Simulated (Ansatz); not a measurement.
# Ge(111) with NH2 on 50 % of the top atoms and H on the rest: bands and core levels, part 2 of 2

Aim: core-level components, unfolded bands and work function of Ge(111) with NH2 on 50 % of the top atoms and H on the rest.

Ansatz 0.2.0; DFT, PBE, plane-wave PAW, default files, scalar-relativistic.

So far, gap on the k-mesh (eV): step 2 (relaxation) 0.544.

## Step 3: Bands by layer (continued)

Maxima picked by a test of local sharpness, so broad peaks and shoulders can be missing; peaks within 0.45 eV of a curve's cut are left out. Valence peaks, by row, the first 40 of 70 rows:

```csv
photon energy (eV),binding energy (eV),height (% of the maximum within 13 eV),main shell,its share (%)
21.2,10.63,9.745,Ge 4p,55.36
21.2,9.976,16.02,Ge 4p,49.46
21.2,9.276,14.84,Ge 4p,37.81
21.2,7.926,60.76,N 2p,71.28
21.2,7.476,100,N 2p,64.97
21.2,6.826,24.54,Ge 4p,41.92
21.2,6.176,20.57,N 2p,55.36
21.2,5.326,9.707,N 2p,46.14
21.2,4.726,61.96,N 2p,67.48
21.2,4.126,57.13,Ge 4p,50.53
21.2,2.976,62.96,Ge 4p,59.33
21.2,2.326,74.37,N 2p,49.32
21.2,1.576,61.58,N 2p,50.51
21.2,0.4763,12.46,Ge 4p,88.64
100,24.48,14077,Ge 3d,99.99
100,16.83,193.4,N 2s,90.47
100,9.976,29,Ge 4s,67.79
100,9.276,22.16,Ge 4s,57.33
100,8.376,24.85,N 2p,44.38
100,7.926,58.48,N 2p,86.4
100,7.476,100,N 2p,75.81
100,6.826,26.45,N 2p,41.66
100,4.726,64.93,N 2p,75.13
100,4.226,23.56,N 2p,36.27
100,3.276,36.89,N 2p,61.95
100,2.676,48.39,N 2p,71.44
100,2.326,59.62,N 2p,71.78
100,1.576,49.11,N 2p,73.9
250,24.48,51743,Ge 3d,100
250,16.83,248.2,N 2s,90.25
250,11.43,41.4,Ge 4s,80.88
250,10.48,55.17,Ge 4s,78.16
250,9.976,72.39,Ge 4s,76.09
250,9.276,49.61,Ge 4s,72.29
250,8.376,45.68,Ge 4s,64.68
250,7.526,100,Ge 4s,43.05
250,6.826,53.9,Ge 4s,58.01
250,4.726,60.63,N 2p,37.14
250,4.126,56.34,Ge 4p,69.96
250,3.026,74.86,Ge 4p,71.57
```

From the valence-band maximum. Table of planar mean, electrostatic potential by z:

```csv
z (Å),"planar mean, electrostatic potential (eV)"
0,4.15
1,4.25
2,4.28
3,4.28
4,4.28
5,4.27
6,4.14
7,1.91
8,-2.63
9,-9.54
10,-1.76
11,0.335
12,-8.61
13,-4.95
14,1.93
15,-6.38
16,-7.66
17,1.76
18,0.197
19,3.71
20,4.00
21,4.01
22,4.01
23,4.01
24,4.01
25,4.12
```

The intensity has structure finer than the step of the table below, so its rows give means over 1 eV, whole bins alone (the curve runs from -26.6 to 1.40 eV). Peaks (eV: height): N K -7.6: 99.3, -4.7: 52.3, -2.4: 64.6; N K, E along x -7.6: 258; N K, E along y -4.7: 45.7, -2.4: 163; N K, E along z -6.3: 42.6, -4.7: 110, -2.6: 30.3; Ge K-beta valence -2.6: 100.0.

Shapes are the site's partial DOS without matrix elements, which overweights lines from ligand s bands. Table of intensity by emission energy less the core level's binding energy, zero at the valence-band maximum; means over each step; 7 of 9 lines; values in % of the unpolarised maximum:

```csv
emission energy less the core level's binding energy (eV),N K,"N K, E along x","N K, E along y","N K, E along z",Ge K-beta valence,"Ge K-beta valence, E along x","Ge K-beta valence, E along y"
-26,0.0211,0.0182,0.0181,0.0272,0.581,0.584,0.583
-25,0.301,0.143,0.152,0.608,0.806,0.815,0.814
-24,0.129,0.0783,0.0812,0.227,0.863,0.870,0.869
-23,0.0247,0.0238,0.0240,0.0263,0.754,0.751,0.750
-22,0.0259,0.0259,0.0270,0.0248,0.762,0.751,0.751
-21,0.0299,0.0296,0.0331,0.0271,0.841,0.820,0.820
-20,0.0368,0.0345,0.0447,0.0311,0.970,0.928,0.928
-19,0.0508,0.0408,0.0744,0.0371,1.17,1.08,1.08
-18,0.135,0.0495,0.304,0.0526,1.55,1.29,1.30
-17,3.20,0.0762,9.12,0.407,2.10,1.60,1.60
-16,0.479,0.0776,1.25,0.112,2.25,1.93,1.93
-15,0.100,0.0979,0.116,0.0872,2.53,2.45,2.45
-14,0.113,0.132,0.0849,0.121,3.36,3.41,3.39
-13,0.174,0.188,0.0918,0.242,5.22,5.40,5.37
-12,0.868,0.306,0.231,2.07,9.34,9.83,9.77
-11,2.88,0.685,0.580,7.36,15.4,16.5,16.3
-10,5.56,1.70,0.945,14.0,19.5,21.2,20.9
-9,9.32,7.94,1.20,18.8,20.9,22.4,21.9
-8,64.6,167,2.06,24.9,25.8,25.9,25.5
-7,45.7,94.5,3.88,38.7,30.4,28.6,29.1
-6,13.1,3.68,4.70,31.0,32.4,29.6,30.7
-5,31.5,1.16,26.6,66.9,46.6,42.0,44.0
-4,20.8,1.24,32.0,29.3,74.7,70.5,71.3
-3,45.0,1.65,107,26.4,96.1,96.1,95.1
-2,55.4,1.11,138,27.0,93.2,95.8,93.9
-1,19.2,0.434,47.8,9.24,63.5,68.1,67.9
0,1.35,0.139,3.34,0.556,32.7,36.7,37.1
```

Sums over each group's atoms; left-over states aren't shared out by site. Site centres, by row:

```csv
group,element,shell,occupied states,centre of occupied part (eV),centre up to the window's top (eV)
adsorbate,N,2s,2.813,-14.93,-11.93
adsorbate,N,2p,8.727,-5.234,-4.486
adsorbate,H,1s,4.869,-8.501,-4.487
layer 1,Ge,4s,5.057,-9.009,-5.617
layer 1,Ge,4p,10.02,-4.337,-1.262
layer 1,Ge,3d,39.98,-24.53,-24.52
layer 2,Ge,4s,5.293,-8.633,-5.566
layer 2,Ge,4p,10.8,-3.85,-1.138
layer 2,Ge,3d,39.98,-24.43,-24.42
layer 3,Ge,4s,5.296,-8.647,-5.71
layer 3,Ge,4p,10.65,-3.917,-1.098
layer 3,Ge,3d,39.99,-24.5,-24.5
middle,Ge,4s,5.292,-8.654,-5.749
middle,Ge,4p,10.65,-3.917,-1.067
middle,Ge,3d,39.99,-24.5,-24.49
other layers,Ge,4s,10.35,-8.843,-5.564
other layers,Ge,4p,21.25,-3.925,-1.051
other layers,Ge,3d,79.97,-24.47,-24.47
other layers,H,1s,4.105,-5.297,-2.322
```

Shapes are the site's partial DOS without matrix elements, which overweights lines from ligand s bands. Emission peaks, by row:

```csv
line,energy (eV),height (%)
N K,-16.83,5.373
N K,-9.976,6.496
N K,-9.176,8.628
N K,-7.576,100
N K,-4.726,52.72
N K,-2.376,64.57
N K,-1.676,51.03
"N K, E along x",-7.576,258.6
"N K, E along y",-16.83,15.37
"N K, E along y",-4.676,45.77
"N K, E along y",-2.376,163.5
"N K, E along y",-1.676,126.7
"N K, E along z",-9.976,16.6
"N K, E along z",-9.176,21.36
"N K, E along z",-8.376,22.28
"N K, E along z",-7.376,40.73
"N K, E along z",-6.276,42.84
"N K, E along z",-4.726,111.5
"N K, E along z",-2.626,30.33
Ge K-beta valence,-2.576,100
"Ge K-beta valence, E along x",-2.476,101.7
"Ge K-beta valence, E along y",-2.526,99.85
"Ge K-beta valence, E along z",-2.776,99
Ge L3-N1,-10.28,100
Ge L3-N1,-7.426,71.26
```

The spectra weight each projected shell by its atomic cross section (Dirac–Hartree–Slater) and angular factor, for unpolarised light with the analyser at 54.7° from the beam. Broadening, on top of any smearing of the DOS itself: a Gaussian of 0.2 eV and a Lorentzian of 0.05 eV plus 0 times the binding energy (full widths), Fermi edge at 20 K. Each atom is damped by exp[−depth/(λ cos θ)], θ = 30° from the normal, λ from the universal curve. Curves are cut 10 eV under the photon energy, above any shell that the free atom's threshold puts out of reach, or at the lower edge of the window: 11.2 eV at 21.2 eV, 26.6 eV at 100 eV, 26.6 eV at 250 eV, 26.6 eV at 1486.7 eV and 26.6 eV at 8047.8 eV. Dipole terms alone, which is rough above 3 keV; no background, satellites or final-state effects.

Share of each shell in the spectrum's area (%), by photon energy:

```csv
shell,21.2 eV,100 eV,250 eV,1486.7 eV,8047.8 eV
N 2p,43.8,2.2,0.3,0.1,0.0
H 1s,15.8,0.2,0.0,0.0,0.0
Ge 4s,0.1,0.8,0.6,4.5,41.5
Ge 4p,40.4,0.5,0.7,4.5,13.6
Ge 3d,0.0,95.3,98.0,90.5,44.1
```

Regions along c: top from 15.6 to 22.3 Å, middle from 9.9 to 15.4 Å, bottom from 3.0 to 9.8 Å.

States with weight above 0.08 nearest the zero at K of the zone, within the window kept, -7.7 to 5.2 eV (levels that the program groups as degenerate share a row):

```csv
E (eV),"weight, total","weight, top","weight, middle","weight, bottom"
-2.48,0.27,0.05,0.17,0.04
-2.42,0.99,0.11,0.62,0.23
-2.25,0.35,0.10,0.20,0.03
-1.86,0.26,0.15,0.09,0.01
-1.29,0.13,0.10,0.02,0.00
2.14,0.39,0.10,0.24,0.04
2.30,0.69,0.11,0.40,0.16
2.35,0.88,0.13,0.50,0.23
2.44,0.82,0.11,0.53,0.16
2.55,0.13,0.03,0.07,0.03
```

States with weight above 0.08 nearest the zero at Γ of the zone, within the window kept, -7.7 to 5.2 eV (levels that the program groups as degenerate share a row):

```csv
E (eV),"weight, total","weight, top","weight, middle","weight, bottom"
-1.00,1.00,0.09,0.68,0.19
-0.97,0.99,0.06,0.67,0.23
-0.56,1.00,0.23,0.26,0.43
-0.51,0.97,0.20,0.28,0.43
-0.03,1.00,0.16,0.53,0.26
0.00,0.98,0.19,0.52,0.22
0.54,0.99,0.15,0.62,0.19
0.75,0.96,0.05,0.38,0.50
0.86,0.97,0.32,0.40,0.17
1.03,0.09,0.04,0.02,0.02
```

States with weight above 0.08 nearest the zero at M of the zone, within the window kept, -7.7 to 5.2 eV (levels that the program groups as degenerate share a row):

```csv
E (eV),"weight, total","weight, top","weight, middle","weight, bottom"
-1.50,0.50,0.08,0.27,0.13
-1.25,0.50,0.21,0.22,0.04
0.98,0.50,0.08,0.23,0.16
1.03,0.50,0.10,0.18,0.18
1.18,0.50,0.04,0.37,0.08
1.19,0.50,0.03,0.42,0.04
1.56,0.50,0.12,0.13,0.21
1.58,0.50,0.11,0.17,0.19
1.75,0.50,0.11,0.27,0.11
1.76,0.50,0.08,0.29,0.12
```

The largest force component on a free atom is 0.004 eV/Å, so the atoms are at rest for these settings too.

## Step 4: Core holes

XPS shifts tell sites apart. Each chosen atom gets a core hole in a self-consistent pass of its own.

input.yaml reads:

```yaml
crystal:
  lattice:
    - [8.004448763, 0.0, 0.0]
    - [4.0022243815, 6.9320559721, 0.0]
    - [0.0, 0.0, 25.2625556781]
  atoms:
    - { symbol: H, position: [0.0849469276, 0.0340906249, 0.7236707985] }
    - { symbol: H, position: [0.8809624475, 0.0340906249, 0.7236707985] }
    - { symbol: H, position: [0.5849469276, 0.0340906249, 0.7236707985] }
    - { symbol: H, position: [0.3809624475, 0.0340906249, 0.7236707985] }
    - { symbol: "N", position: [0.0154413788, -0.0308827576, 0.7070701788] }
    - { symbol: N_h, position: [0.5154413788, -0.0308827576, 0.7070701788] }
    - { symbol: H, position: [0.0022020288, 0.4955959424, 0.6940122291] }
    - { symbol: H, position: [0.5022020288, 0.4955959424, 0.6940122291] }
    - { symbol: Ge_h, position: [0.0026553492, -0.0053106984, 0.6324365684] }
    - { symbol: Ge, position: [0.5026553492, -0.0053106984, 0.6324365684] }
    - { symbol: Ge, position: [0.002028051, 0.4959438981, 0.6324478274] }
    - { symbol: Ge_h, position: [0.502028051, 0.4959438981, 0.6324478274] }
    - { symbol: Ge_h, position: [0.8349308871, 0.3301382258, 0.600114409] }
    - { symbol: Ge, position: [0.3349308871, 0.3301382258, 0.600114409] }
    - { symbol: Ge, position: [0.8356799127, 0.8286401746, 0.600267357] }
    - { symbol: Ge, position: [0.3356799127, 0.8286401746, 0.600267357] }
    - { symbol: Ge, position: [0.8333845684, 0.3332308633, 0.5022372013] }
    - { symbol: Ge, position: [0.3333845684, 0.3332308633, 0.5022372013] }
    - { symbol: Ge, position: [0.8332341373, 0.8335317254, 0.5022304729] }
    - { symbol: Ge, position: [0.3332341373, 0.8335317254, 0.5022304729] }
    - { symbol: Ge_h, position: [0.1665225161, 0.1669549679, 0.4686252045] }
    - { symbol: Ge, position: [0.6665225161, 0.1669549679, 0.4686252045] }
    - { symbol: Ge, position: [0.1666842323, 0.6666315354, 0.4686133817] }
    - { symbol: Ge, position: [0.6666842323, 0.6666315354, 0.4686133817] }
    - { symbol: Ge, position: [0.1666666665, 0.166666667, 0.370783968] }
    - { symbol: Ge, position: [0.6666666665, 0.166666667, 0.370783968] }
    - { symbol: Ge, position: [0.1666666665, 0.666666667, 0.370783968] }
    - { symbol: Ge, position: [0.6666666665, 0.666666667, 0.370783968] }
    - { symbol: Ge, position: [0.0, 0.0, 0.338445568] }
    - { symbol: Ge, position: [0.5, 0.0, 0.338445568] }
    - { symbol: Ge, position: [0.0, 0.5, 0.338445568] }
    - { symbol: Ge, position: [0.5, 0.5, 0.338445568] }
    - { symbol: H, position: [0.0, 0.0, 0.277089939] }
    - { symbol: H, position: [0.5, 0.0, 0.277089939] }
    - { symbol: H, position: [0.0, 0.5, 0.277089939] }
    - { symbol: H, position: [0.5, 0.5, 0.277089939] }
kpoints:
  mp_grid: { grid: [3, 3, 1] }
scf:
  occupations: { method: fermi_dirac, width: 0.02 }
  n_extra_bands: 25
hamiltonian:
  xc: pbe
  pseudopotentials: { kind: paw }
output:
  forces: true
  write_potential: true
  volumetric_format: []
  core_levels:
    shells: { N_h: "1s", Ge_h: "3d" }
    counted_from: conduction_bottom
    add_spin: false
efield:
  axis: 3
  dipole_correction: true
```

Run with:

```
ansatz run input.yaml --threads 8 --pin off --max-ram 22528MiB --backend cpu --events-out ev --progress --plain --runs-dir out
```

Wall time 4.9 min (8 threads of Arm Neoverse V1, shared host); peak memory 5.8 GiB; 39 min of CPU time.

Numbers from this step:

```
symmetry operations : 1
```

Each level is the free energy with the hole less that without it. The electron stays in the lowest empty state, so these are excitation energies, not binding energies. The hole's nearest image is 8.0 Å away, and the holes carry no spin, so absolute levels are rough.

```csv
atom,region,shell,level (eV),shift (eV),j lines (eV),doubts
N6,adsorbate,1s,398.06,-,-,-
Ge9,layer 1,3d,30.35,+0.33,30.68 / 30.13,-
Ge12,layer 1,3d,30.13,+0.11,30.46 / 29.91,-
Ge13,layer 2,3d,30.01,-0.00,30.34 / 29.79,-
Ge21,middle,3d,30.02,+0.00,30.35 / 29.80,-
```

Levels of p, d and f shells are means over their two j lines, weighted by degeneracy; the splitting comes from the atom's own solve. Shifts count from the last listed atom of each element. With the electron kept in the cell, its attraction to the hole differs by site and enters these shifts.

The Ge 3d lines of the listed atoms alone (other atoms of the cell aren't counted), as Gaussians 0.8 eV wide, no depth weighting. Table of intensity by Ge 3d level; read off at these points:

```csv
Ge 3d level (eV),intensity (%)
28.30,0.00294
28.40,0.0104
28.50,0.0337
28.60,0.100
28.70,0.275
28.80,0.693
28.90,1.60
29.00,3.42
29.10,6.70
29.20,12.1
29.30,20.2
29.40,31.1
29.50,44.4
29.60,59.0
29.70,73.3
29.80,85.5
29.90,94.3
30.00,99.1
30.06,100.0
30.10,99.8
30.20,96.9
30.30,91.0
30.40,82.6
30.50,72.2
30.60,60.6
30.70,48.5
30.80,37.0
30.90,26.6
31.00,18.1
31.10,11.5
31.20,6.88
31.30,3.84
31.40,1.99
31.50,0.963
31.60,0.431
31.70,0.178
31.80,0.0682
31.90,0.0240
32.00,0.00782
```

## Step 5: A slab without images along the normal

Cutting the Coulomb interaction along the normal removes the images by another route.

input.yaml, as its differences from that of step 4:

```diff
@@ -11,10 +11,10 @@
     - { symbol: "N", position: [0.0154413788, -0.0308827576, 0.7070701788] }
-    - { symbol: N_h, position: [0.5154413788, -0.0308827576, 0.7070701788] }
+    - { symbol: "N", position: [0.5154413788, -0.0308827576, 0.7070701788] }
     - { symbol: H, position: [0.0022020288, 0.4955959424, 0.6940122291] }
     - { symbol: H, position: [0.5022020288, 0.4955959424, 0.6940122291] }
-    - { symbol: Ge_h, position: [0.0026553492, -0.0053106984, 0.6324365684] }
+    - { symbol: Ge, position: [0.0026553492, -0.0053106984, 0.6324365684] }
     - { symbol: Ge, position: [0.5026553492, -0.0053106984, 0.6324365684] }
     - { symbol: Ge, position: [0.002028051, 0.4959438981, 0.6324478274] }
-    - { symbol: Ge_h, position: [0.502028051, 0.4959438981, 0.6324478274] }
-    - { symbol: Ge_h, position: [0.8349308871, 0.3301382258, 0.600114409] }
+    - { symbol: Ge, position: [0.502028051, 0.4959438981, 0.6324478274] }
+    - { symbol: Ge, position: [0.8349308871, 0.3301382258, 0.600114409] }
     - { symbol: Ge, position: [0.3349308871, 0.3301382258, 0.600114409] }
@@ -26,3 +26,3 @@
     - { symbol: Ge, position: [0.3332341373, 0.8335317254, 0.5022304729] }
-    - { symbol: Ge_h, position: [0.1665225161, 0.1669549679, 0.4686252045] }
+    - { symbol: Ge, position: [0.1665225161, 0.1669549679, 0.4686252045] }
     - { symbol: Ge, position: [0.6665225161, 0.1669549679, 0.4686252045] }
@@ -42,2 +42,3 @@
     - { symbol: H, position: [0.5, 0.5, 0.277089939] }
+  periodic: [true, true, false]
 kpoints:
@@ -46,3 +47,3 @@
   occupations: { method: fermi_dirac, width: 0.02 }
-  n_extra_bands: 25
+  n_extra_bands: 41
 hamiltonian:
@@ -54,8 +55,13 @@
   volumetric_format: []
-  core_levels:
-    shells: { N_h: "1s", Ge_h: "3d" }
-    counted_from: conduction_bottom
-    add_spin: false
-efield:
-  axis: 3
-  dipole_correction: true
+  dos:
+    projected:
+      site_lists:
+        adsorbate: [4, 0, 1, 5, 2, 3, 6, 7]
+        layer_1: [8, 9, 10, 11]
+        layer_2: [12, 13, 14, 15]
+        layer_3: [16, 17, 18, 19]
+        middle: [20, 21, 22, 23]
+        other_layers: [24, 25, 26, 27, 28, 29, 30, 31, 32, 33, 34, 35]
+    de: 0.05
+    e_range: [-30, 12]
+    method: { smearing: { sigma: 0.12, scheme: gaussian } }
```

Wall time 75 s (8 threads); peak memory 8.4 GiB; 9.8 min of CPU time.

This step gave:

| Item | Value |
| --- | --- |
| free energy | -104005.2435 eV |
| Fermi energy | -3.873 eV |
| symmetry operations | 4 |
| gap on the k-mesh | 0.5440 eV |
| ionisation potential, upper face | 4.011 eV |
| upper vacuum level less the lowest empty level (Kohn–Sham affinity) | 3.466 eV |
| ionisation potential, lower face | 4.282 eV |

From the valence-band maximum. The planar mean, electrostatic potential by z:

```csv
z (Å),"planar mean, electrostatic potential (eV)"
0,4.28
1,4.28
2,4.28
3,4.28
4,4.28
5,4.27
6,4.14
7,1.94
8,-2.63
9,-9.54
10,-1.76
11,0.363
12,-8.63
13,-4.95
14,1.92
15,-6.38
16,-7.64
17,1.72
18,0.197
19,3.71
20,4.00
21,4.01
22,4.01
23,4.01
24,4.01
25,4.01
26,4.01
27,4.01
28,4.01
29,4.01
30,4.01
31,4.01
32,4.01
33,4.01
34,4.01
35,4.01
36,4.20
37,4.28
38,4.28
39,4.28
40,4.28
41,4.28
42,4.28
43,4.28
44,4.28
45,4.28
46,4.28
```

Side by side:

```csv
quantity,this run,base run,difference
"ionisation potential, upper face (eV)",4.0105,4.012,-0.00150
upper vacuum level less the lowest empty level (Kohn–Sham affinity) (eV),3.4665,3.468,-0.00150
gap on the k-mesh (eV),0.54405,0.54406,-1.3e-5
```

The ionisation potential, upper vacuum level less the lowest empty level (Kohn–Sham affinity) and gap on the k-mesh move by 0.00 eV at most against the base run, so this change doesn't matter for them.

## Step 6: Results

- ionisation potential: 4.01 eV (upper face; lower face 4.28 eV)
- electron affinity (Kohn–Sham): 3.47 eV (slab's lowest empty level against the upper vacuum)
- Ge core shifts among the listed atoms, from the last listed one: -0.00 to +0.33 eV

The valence top of Ge(111) with NH2 on 50 % of the top atoms and H on the rest lies 4.01 eV (upper face; lower face 4.28 eV) below the vacuum and the lowest empty level 3.47 eV below the vacuum of the upper face. Only the strongest levels a point were stored, too few to count surface states. The upper face's value lies 0.27 eV below that of the hydrogen-covered lower face; the difference is the dipole step of the groups. Core shifts: Ge -0.00 to +0.33 eV. Among the sites run, the most bound Ge 3d level is that of Ge9 (layer 1), bonded to 3 Ge and 1 N; the least bound, 0.34 eV shallower, that of Ge13 (layer 2), tied with Ge21, bonded to 4 Ge. That is the order that electronegative neighbours give as a rule, though screening of the hole enters too. These are excitation energies with the electron kept in the cell, so its attraction to the hole, which differs by site, enters the order. At 21.2 eV the valence spectrum has its highest listed peaks within 10.8 eV at 1.6 eV (N 2p), 2.3 eV (mixed, N 2p leading), 3.0 eV (Ge 4p), 4.7 eV (N 2p) and 7.5 eV (N 2p). At 1486.7 eV the valence spectrum has its highest listed peaks within 13 eV at 2.1 eV (Ge 4p), 3.0 eV (Ge 4p), 7.5 eV (Ge 4s), 10.0 eV (Ge 4s) and 10.5 eV (Ge 4s), and the deeper Ge 3d line at 24.5 eV is higher still (without the spin–orbit splitting that a measurement shows). The shell named is the one with most of the intensity, cross sections included, not always the one with most states there. In the main run, from 1486.7 eV towards hard X-rays the Ge 4s share grows by 37 points, as its cross section falls more slowly with photon energy than those of the shells it gains on. With Coulomb interaction cut along the normal, the ionisation potential stays within 0.02 eV. Semilocal functionals put filled localised shells such as Ge 3d too near the top of the filled states. The spectra rest on a 3×3×1 mesh, so closely spaced maxima can be ripples of the mesh. The slab's own atoms span 7.4 Å, so bulk bands appear as a few quantum-well levels, and states of the two faces can mix. The affinity uses the Kohn–Sham gap, which is too small, so the true affinity is lower and the true ionisation potential usually higher.

[Logs are printed without paths, hosts, clocks, repeated set-up lines and the standing remarks that a program may print on its own settings, such as how far it seeks lower states.]

[Hosts, paths, dates, database ids (printed as entryN), source tags and the programs' standing remarks are cut or masked in the printed files.]

[Maps of the electrostatic potential energy from Ansatz leave out the sawtooth potential of an applied field or a dipole correction, so their vacuum need not be flat; work functions include it.]
